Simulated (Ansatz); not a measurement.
Two G0W0 runs on GeH (hydrogen-terminated (111) film, 2 layers).

The cell holds 4 atoms: 2 Ge and 2 H. Cell: a = 4.001 Å, b = 4.001 Å, c = 30.900 Å, α = 90.0°, β = 90.0°, γ = 60.0°. It derives from Ge. Vacuum lies along c.

```
Ge H
1.0
     4.00081    0.00000    0.00000
     2.00041    3.46480    0.00000
     0.00000    0.00000   30.90000
Ge H
2 2
Direct
  0.66667 0.66667 0.48807
  0.00000 0.00000 0.51193
  0.66667 0.66667 0.43802
  0.00000 0.00000 0.56198
```

The structure was relaxed with PBEsol (ions only). The runs that relaxed it are not among those shown.

The first (Ansatz 0.2.0; start PBEsol, 6×6×1 mesh, 631 empty bands, screening to 75 eV, PAW set soft_1 files; 1 × NVIDIA H100 80GB HBM3 (shared by 6 runs) with 3 threads of AMD EPYC 7R13 (Zen 3), shared host) gave, on its mesh: starting gap 1.23 eV, G0W0 gap 2.32 eV, mean of 1 + 4πα/V (set by the cell height) 3.14, 37 s.

Question: The second changes empty bands from 631 to 255 and screening cutoff (eV) from 75.0 to 41. What does it give?

It gave: starting gap 1.23 eV, G0W0 gap 2.22 eV, mean of 1 + 4πα/V (set by the cell height) 3.21, 23 s. The G0W0 gap moves by −0.10 eV, −0.0001 eV from the start and −0.10 eV from the correction. Σc changes by +0.31 eV at the valence top and +0.22 eV at the conduction bottom, and Σx − Vxc between them by +0.00 eV.

Limits: not at the basis limit; coarse mesh for a sheet; no spin-orbit coupling.

[Paths, hosts, dates, memory and timing lines, banners, echoed tables and standing remarks are left out of the program output.]

[Logs are printed without paths, hosts, clocks, repeated set-up lines and the standing remarks that a program may print on its own settings, such as how far it seeks lower states.]

[Runs of the session that timed out or met a known fault of the program may be left out.]

[Cells called generated may have been cut or substituted from an entry of the Crystallography Open Database or the Materials Project.]

[Hosts, paths, dates, database ids (printed as entryN), source tags and the programs' standing remarks are cut or masked in the printed files.]
